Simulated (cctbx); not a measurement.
**Lattice, Laue class and space group of a new crystal**

Cell: a = 6.3020 Å, b = 6.3020 Å, c = 11.6600 Å, α = 90.00°, β = 90.00°, γ = 90.00°. Expected content of the cell: Nb20 Ti4 C8.

Simulated single-crystal data (cctbx): Mo Kα, λ = 0.71073 Å, to d = 0.75 Å, 70 % of the full sphere, strongest reflection 70000 counts, noise from counting, a 3 % proportional error and a noise floor of 4 counts (s.d.); no absorption, some extinction.

A first pass over the reflections prints:

```text
3208 reflections to d = 0.752 A
centring   violations  <I/sigma> of those
    A        604 of  1597      9.4
    B        612 of  1628      9.4
    C        454 of  1589      7.1
    I          0 of  1591     -0.0
    R        852 of  2160      9.5
    F        835 of  2407      8.6
Laue class    unique    Rint  (classes that these axes allow; Friedel mates merged)
I 1 2/m 1         612   0.020
I 1 1 2/m         597   0.020
I 2/m 1 1         610   0.021
I m m m           353   0.022
I 4/m             304   0.022
I 4/m m m         197   0.023
space group    extra absences  I>4sigma  <I/sigma>
I 4 2 2                 0          0         -  acentric
I 4 m m                 0          0         -  acentric
I 4 c m               134          0      -0.1  acentric
I -4 m 2                0          0         -  acentric
I -4 c 2              134          0      -0.1  acentric
I -4 2 m                0          0         -  acentric
I 4/m m m               0          0         -  centric
I 4/m c m             134          0      -0.1  centric
Wilson B = 0.56 A^2   <|E^2-1|> = 0.961 (0.968 centric, 0.736 acentric)   E^2>4: 1.1 %
shell (A)         n   <I/sigma>
 5.83 - 1.51     31     42.4
 1.51 - 1.20     25     53.3
 1.20 - 1.05     22     49.4
 1.05 - 0.95     25     51.4
 0.95 - 0.89     23     39.1
 0.89 - 0.83     22     62.2
 0.83 - 0.79     24     32.1
 0.79 - 0.76     25     61.6
```

Q: Read the symmetry from these tables.

The reflections that I centring forbids are absent (⟨I/σ⟩ near 0), so the lattice is I.

Rint stays low (0.020 to 0.023) up to I 4/m m m, the highest class in these axes.

8 settings pass the absence test. The most absences obeyed, 134, belong to I 4 c m, I -4 c 2 and I 4/m c m, which absences can't tell apart.

⟨|E²−1|⟩ = 0.961 leans to a centrosymmetric structure. The Wilson B of 0.56 Å² means U ≈ 0.0071 Å².

The true group is I4/mcm (no. 140), Laue class 4/mmm, centrosymmetric. The tables only narrow the choice to the tied entries; cell content, site symmetry and trial solutions must settle it.

The model was made for the exercise: a known structure type with other elements put in, its volume estimated, not relaxed; displacement parameters are assumed.

[Logs are printed without paths, hosts, clocks, repeated set-up lines and the standing remarks that a program may print on its own settings, such as how far it seeks lower states.]
